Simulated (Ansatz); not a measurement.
# KMgF3 (Pm-3m): band gap by G0W0 on PBE, part 2 of 2

How far does one-shot GW move the PBE gap of KMgF3 (Pm-3m)?

Ansatz 0.2.0; PBE, then G0W0 on it, plane waves, PAW. Known limits of the many-body steps: finite bands, screening cutoff and k mesh; no spin-orbit coupling in G0W0.

So far. Step 2 (The PBE band structure): Over mesh and path the gap is 7.334 eV, from k = (0.500, 0.500, 0.500) to k = Γ. The least direct gap found is 7.655 eV, at k = Γ.

In doubt: masses and optical values from hybrid runs of this build are listed as unsure (in some of the runs), which bears on the screening that GW takes from such a start.

## 3. The quasiparticle correction

G0W0 replaces the xc potential by a self-energy built once from the orbitals of the start. Levels are corrected in the window of bands that the input names, at points of the mesh.

This step: G0W0 on PBE, plane waves, PAW; PAW set soft_1.

The input, input.yaml:

```yaml
crystal:
  lattice:
    - [3.9859, 0.0, 0.0]
    - [0.0, 3.9859, 0.0]
    - [0.0, 0.0, 3.9859]
  atoms:
    - { symbol: K, position: [0.5, 0.5, 0.5] }
    - { symbol: Mg, position: [0.0, 0.0, 0.0] }
    - { symbol: F, position: [0.5, 0.0, 0.0] }
    - { symbol: F, position: [0.0, 0.5, 0.0] }
    - { symbol: F, position: [0.0, 0.0, 0.5] }
kpoints:
  mp_grid: { grid: [4, 4, 4] }
hamiltonian:
  xc: pbe
  pseudopotentials: { kind: paw, azcp: { folder: soft_1 } }
scf:
  occupations: { method: fixed }
gw:
  n_empty_bands: 406
  ecut_chi: 200.0
  qp_bands: [v2, c2]
  qp_kpoints: band_edges
  screening: { model: contour_deformation }
```

Started as:

```sh
$ ansatz run input.yaml --threads 2 --pin off --max-ram 92160MiB --backend cuda --events-out ev --progress --plain --runs-dir out --devices 1 --max-vram 13GiB
```

Numbers of over 12 decimals in the logs are rounded to 6 here.

Log:

```text
GPUs: using 1 of 1 available (devices: 1).
[...]
GPU FFT provider: cuFFT
GPU libraries: cuBLAS 13.8.2, cuFFT 12.4.0, cuSOLVER 12.3.4
Crystal: 5 atoms, lattice volume = 63.326 Å³
Basis set: ecut = 420 eV, 1237 PW (Γ)
Bands: 25, of which v1, the nominal top of the filled ones, is band 20 counted from 1 (19 counted from 0)
Symmetry: 48 space group operations
[...]
k-points: 10 of 64
[...]
GPU buffer pool allocated for 19683 grid points (all kernels)
[...]
SCF iter   1: F=—  HF=-5897.934082 eV  |F-HF|=—  |Δ(HF+E_count)|=         —  Δρ=1.38e-1  dr2=9.73e0  ethr=3.10e-3  ⟨swp⟩=4.0  Hψ=1100  notcnv=0  defer=14
[...]
SCF iter   8: F=-5894.704414 eV  HF=-5894.704414 eV  |F-HF|=2.02e-8  |Δ(HF+E_count)|=   8.34e-7  Δρ=4.99e-6  dr2=1.54e-8  ethr=2.50e-10  ⟨swp⟩=9.2  Hψ=1117  notcnv=0
SCF 1 converged in 8 iterations: F = -5894.704414 eV  dr2 = 1.54e-8
[...]
NSCF: frozen V_eff on 10 k-points, pencils in batches of 32, up to order 100
the band table was solved once the SCF had ended and its energy, with any forces and stress, was formed, with the checks that follow a solve (1082 applications of the Hamiltonian). They found nothing against the state; the energy, forces and stress were not computed again (output.eigenvalues in the input reference)
[...]
NSCF: frozen V_eff on 10 k-points
G₀W₀ screening: q 1/10
[... further progress lines ...]
SCF converged after 8 iterations
Free energy (F): -5894.704414 eV
[...]
Internal energy: -5894.704414 eV  (E = F + TS)
E sigma→0 (E₀):  -5894.704414 eV
Fermi energy:    2.822569 eV
[...]
--- Band table (eV; the first three rows and the last of 10) ---
  k-point 0: bands = [... 16 lower, 2.1982, 2.5020, 2.5020, 2.5020, 10.1564, 12.9138, 12.9138, 15.0379, ... 1 higher]
  k-point 1: bands = [... 16 lower, 2.0846, 2.0846, 2.3972, 2.3972, 11.1709, 13.4064, 13.4736, 15.2940, ... 1 higher]
  k-point 2: bands = [... 16 lower, 1.9636, 1.9636, 2.2949, 2.2949, 12.9551, 13.2981, 13.9407, 15.6006, ... 1 higher]
  k-point 9: bands = [... 16 lower, 1.7167, 2.8226, 2.8226, 2.8226, 13.2845, 13.2845, 13.2845, 16.7871, ... 1 higher]
--- G₀W₀: contour deformation, 6 samples at zero and on the imaginary axis and 2 off it, 64 q-points, 406 empty bands' worth ---
  eigenvalues of the whole cell's RPA ε∞ on this k-mesh (on a slab, of 1 + 4πα/V) = 2.0069, 2.0069, 2.0069; static W/v taken at q = 0 is 0.498282
  bands read: the sum over 426 bands ends inside a degenerate multiplet in 2 slots, whose members it reads at an even weight; the widest, k=0: bands 426 to 428 (counted from 1) at 1/3 each
  gw.qp_kpoints: band_edges: 10 of 10 stored k-points solved, in 1 pass; an edge of the gap read off the rows below is read off those points alone
    ik  band        ε_KS         Σx   Σc(E_QP)       V_xc       Z   E_QP_lin       E_QP  E_QP is
     0    19      2.5020   -31.8158     5.1666   -24.0067  0.8096    -0.2006    -0.1405  root
     0    20      2.5020   -31.8158     5.1666   -24.0067  0.8096    -0.2006    -0.1405  root
     0    21     10.1564    -7.2035    -3.3025   -11.8817  0.8898    11.5395    11.5322  root
     0    22     12.9138    -5.0359    -3.5461   -10.4619  0.8904    14.8099    14.7937  root
     1    19      2.3972   -31.6275     5.1840   -23.7754  0.8092    -0.3333    -0.2709  root
     1    20      2.3972   -31.6275     5.1840   -23.7754  0.8092    -0.3333    -0.2709  root
     1    21     11.1709    -8.1451    -3.2681   -12.9044  0.8841    12.6711    12.6621  root
     1    22     13.4064    -5.8786    -3.5546   -11.4573  0.8856    15.4503    15.4306  root
     2    19      2.2949   -31.4257     5.2129   -23.5205  0.8085    -0.4621    -0.3974  root
     2    20      2.2949   -31.4257     5.2129   -23.5205  0.8085    -0.4621    -0.3974  root
     2    21     12.9551    -8.0282    -3.3350   -13.0927  0.8781    14.6985    14.6846  root
     2    22     13.2981    -8.6782    -3.5299   -13.9692  0.8776    15.0742    15.0592  root
     3    19      2.2419   -31.3224     5.1871   -23.4350  0.8088    -0.5237    -0.4584  root
     3    20      2.5104   -31.6641     5.2362   -23.7603  0.8082    -0.2202    -0.1573  root
     3    21     11.9704    -8.4447    -3.3184   -13.3543  0.8809    13.5726    13.5616  root
     3    22     13.7925    -6.3649    -3.6133   -12.0919  0.8826    15.9286    15.9063  root
     4    19      2.1705   -31.2167     5.1873   -23.3157  0.8087    -0.6096    -0.5432  root
     4    20      2.5482   -31.5675     5.2676   -23.6236  0.8076    -0.1921    -0.1281  root
     4    21     13.5675    -8.6591    -3.5717   -14.1929  0.8760    15.5488    15.5296  root
     4    22     13.6399    -8.1159    -3.4268   -13.3655  0.8758    15.4791    15.4626  root
     5    19      1.9312   -30.6017     5.1828   -22.6400  0.8079    -0.9206    -0.8476  root
     5    20      2.8020   -32.0023     5.2800   -24.0936  0.8077     0.1132     0.1734  root
     5    21     13.7524    -8.4437    -3.6438   -14.3737  0.8752    16.0653    16.0386  root
     5    22     14.5162    -8.1752    -3.6078   -14.0445  0.8720    16.8058    16.7776  root
     6    19      2.4753   -31.5889     5.2181   -23.7030  0.8085    -0.2552    -0.1924  root
     6    20      2.5014   -31.6068     5.3000   -23.6182  0.8070    -0.2525    -0.1873  root
     6    21     12.4997    -8.1393    -3.4079   -13.2194  0.8807    14.1845    14.1719  root
     6    22     14.2143    -6.4537    -3.7103   -12.3325  0.8816    16.4070    16.3827  root
     7    19      2.4523   -31.5102     5.2415   -23.5895  0.8080    -0.2909    -0.2268  root
     7    20      2.6020   -31.6947     5.2839   -23.7421  0.8074    -0.1301    -0.0667  root
     7    21     13.5388    -7.8354    -3.6081   -13.4384  0.8792    15.5533    15.5338  root
     7    22     13.8362    -7.2598    -3.5708   -12.7311  0.8798    15.7547    15.7368  root
     8    19      2.5091   -31.4531     5.2534   -23.5194  0.8077    -0.2356    -0.1712  root
     8    20      2.8122   -32.0364     5.2838   -24.1255  0.8077     0.1251     0.1852  root
     8    21     13.5191    -7.2762    -3.6412   -13.0665  0.8811    15.6907    15.6682  root
     8    22     13.9547    -6.8182    -3.6806   -12.5919  0.8822    16.0696    16.0478  root
     9    19      2.8226   -32.0704     5.2878   -24.1569  0.8076     0.1369     0.1968  root
     9    20      2.8226   -32.0704     5.2878   -24.1569  0.8076     0.1369     0.1968  root
     9    21     13.2845    -6.2326    -3.6462   -11.9028  0.8864    15.3278    15.3086  root
     9    22     13.2845    -6.2326    -3.6462   -11.9028  0.8864    15.3278    15.3086  root
```

Run time: 21 s. Hardware: 1 × NVIDIA H100 80GB HBM3 (shared by 6 runs) with 2 threads of AMD EPYC 7R13 (Zen 3), shared host; peak memory 1.4 GiB; 17 s of CPU time.

Numbers from this step:

| Item | Value |
| --- | --- |
| bands summed | 426 |
| RPA ε∞ on this mesh (eigenvalues) | 2.007, 2.007, 2.007 |
| plane waves in the screening matrix | 437 |
| q-points in the mesh | 64 |
| G0W0 gap over the corrected points | 11.34 eV |
| k of the valence top | -0.5, -0.5, -0.5 |
| k of the conduction bottom | 0, 0, 0 |
| starting gap on the mesh | 7.334 eV |
| Z at the valence top | 0.8076 |
| Z at the conduction bottom | 0.8898 |
| least direct G0W0 gap over the corrected points | 11.67 eV |

Over all 10 irreducible mesh points the G0W0 gap is 11.335 eV, from k = (-0.500, -0.500, -0.500) to k = Γ. The PBE gap of this run on the mesh is 7.334 eV. The two states that bound the G0W0 gap lie that far apart at the start, so the correction of the gap is 11.335 − 7.334 = +4.001 eV. The start of this run differs from the step before in mesh (6×6×6 and 4×4×4).

Labels follow the order of the start: v1 is the top filled band, c1 the lowest empty one; levels that stay degenerate share a row, the window can cut a multiplet, doubted levels are not marked in this list, bands outside the window were not corrected, and the list may be a part of the corrected levels. Levels before and after the correction, in eV, zero at the valence-band top of each column:

```tsv
	conduction bottom	valence top
Kohn-Sham	7.33	0.00
G0W0	11.34	0.00
```

```tsv
	level	occupation	energy (eV)
Kohn-Sham	Γ v2-v1	2	-0.321
Kohn-Sham	Γ c1	0	7.334
Kohn-Sham	Γ c2	0	10.091
Kohn-Sham	(-0.5 -0.5 -0.5) v2-v1	2	0.000
Kohn-Sham	(-0.5 -0.5 -0.5) c1-c2	0	10.462
G0W0	Γ v2-v1	2	-0.337
G0W0	Γ c1	0	11.335
G0W0	Γ c2	0	14.597
G0W0	(-0.5 -0.5 -0.5) v2-v1	2	0.000
G0W0	(-0.5 -0.5 -0.5) c1-c2	0	15.112
```

The parts of the quasiparticle energy for the two states that bound the G0W0 gap, in eV on the run's own scale (QP = start + Σx + Σc − Vxc, with Σc at the quasiparticle energy):

```tsv
edge	k	band	start	Σx	Σc	Vxc	Z	QP
valence top	(-0.500, -0.500, -0.500)	19	2.823	−32.070	5.288	−24.157	0.808	0.197
conduction bottom	Γ	21	10.156	−7.204	−3.303	−11.882	0.890	11.532
```

## 4. Side by side

Each gap is the least one over the points named; times are wall times on shared hosts, not benchmarks. A G0W0 time includes the run's own self-consistent start. Rows marked * are further runs, not shown as steps, whose inputs differ from the G0W0 step on the same start in the columns given; solver thresholds can differ too. Symmetry makes (0.500, 0.500, 0.500) and (-0.500, -0.500, -0.500) one point.

```tsv
level	mesh	files, cutoff	bands summed, screening	points	gap (eV)	valence top	conduction bottom	least direct gap (eV)	time
PBE	6×6×6	soft_1 PAW, 420 eV	-	mesh and path	7.334	(0.500, 0.500, 0.500)	Γ	7.655	9.2 s
G0W0@PBE*	4×4×4	soft_1 PAW, 420 eV	86, 60 eV	all 10 irreducible mesh points	11.329	(-0.500, -0.500, -0.500)	Γ	11.629	7.5 s
G0W0@PBE*	4×4×4	soft_1 PAW, 420 eV	209, 120 eV	all 10 irreducible mesh points	11.170	(-0.500, -0.500, -0.500)	Γ	11.505	16 s
G0W0@PBE	4×4×4	soft_1 PAW, 420 eV	426, 200 eV	all 10 irreducible mesh points	11.335	(-0.500, -0.500, -0.500)	Γ	11.673	21 s
G0W0@PBE*	4×4×4	soft_1 PAW, 420 eV	209, 120 eV, plasmon pole	all 10 irreducible mesh points	11.178	(-0.500, -0.500, -0.500)	Γ	11.511	13 s
```

## 5. Results

```
PBE gap over mesh and path                       : 7.334 eV, from k = (0.500, 0.500, 0.500) to k = Γ
G0W0@PBE gap over all 10 irreducible mesh points : 11.335 eV, from k = (-0.500, -0.500, -0.500) to k = Γ
GW settings                                      : 4×4×4 mesh, 406 empty bands, screening to 200 eV, PAW set soft_1 files
known limits                                     : finite bands, screening cutoff and k mesh; no spin-orbit coupling in G0W0
```

**Reading.** Over all 10 irreducible mesh points the G0W0 gap is 11.335 eV, from k = (-0.500, -0.500, -0.500) to k = Γ. The PBE gap of this run on the mesh is 7.334 eV. The two states that bound the G0W0 gap lie that far apart at the start, so the correction of the gap is 11.335 − 7.334 = +4.001 eV. The valence state moves by 0.197 − 2.823 = −2.626 eV and the conduction state by 11.532 − 10.156 = +1.376 eV, on the run's own scale; with 86 bands the edge states move by −2.510 and +1.485 eV, so the split between the edges depends on the bands and cutoff. Both edges that PBE shows over mesh and path lie at k points where levels were corrected. Levels at other points were not corrected, so a lower G0W0 gap elsewhere in the zone is not ruled out. From 86 bands and 60 eV to 426 bands and 200 eV the gap moves by 11.335 − 11.329 = +0.006 eV (rung by rung 11.329, 11.170, 11.335 eV); bands and screening cutoff rise together, so their parts are not told apart. The gap turns back along the series (11.329, 11.170, 11.335 eV), so no line is drawn and the limit is not known. With the plasmon pole model in place of the contour deformation model and all else as in the G0W0@PBE row with 209 bands, the gap differs by 11.178 − 11.170 = +0.008 eV. G0W0 on other starts in this series, not shown as steps and not all at these settings: 12.122 eV on HSE06 (4×4×4, soft_1 PAW, 209 bands, 120 eV) and 11.175 eV on PBEsol (4×4×4, soft_1 PAW, 209 bands, 120 eV). The G0W0 runs are scalar-relativistic. This is the ideal cubic cell; tilts or off-centring, which many perovskites show locally, are not in it. No pair of G0W0 runs that differ in the mesh alone is shown (4×4×4 is a supercell whose nearest images lie 16 Å apart), so the error from the mesh is not known here. G0W0@PBE runs of this series with other atomic data on the same mesh, not shown as steps, give 11.169 eV (hard PAW, 1050 eV, 209 bands, screening to 120 eV; the table's row with the same empty bands and screening cutoff has 11.170 eV); where bands and cutoffs differ too, the part of the files is not isolated.

[Paths, hosts, dates, memory and timing lines, banners, echoed tables and standing remarks are left out of the program output.]

[Logs are printed without paths, hosts, clocks, repeated set-up lines and the standing remarks that a program may print on its own settings, such as how far it seeks lower states.]

[Runs of the session that timed out or met a known fault of the program may be left out.]

[Cells called generated may have been cut or substituted from an entry of the Crystallography Open Database or the Materials Project.]

[Hosts, paths, dates, database ids (printed as entryN), source tags and the programs' standing remarks are cut or masked in the printed files.]

[Where an RPA ε∞ is given, it is that of the G0W0 mesh and is not shown converged in it. Names of k-points follow the symmetry that the program found, which can be lower than the space group named. Band edges on a path are those of the sampled points; other points can move an edge, and change direct to indirect where valleys lie close.]

[Hybrid gaps are those of their k-mesh and are not shown converged in it.]
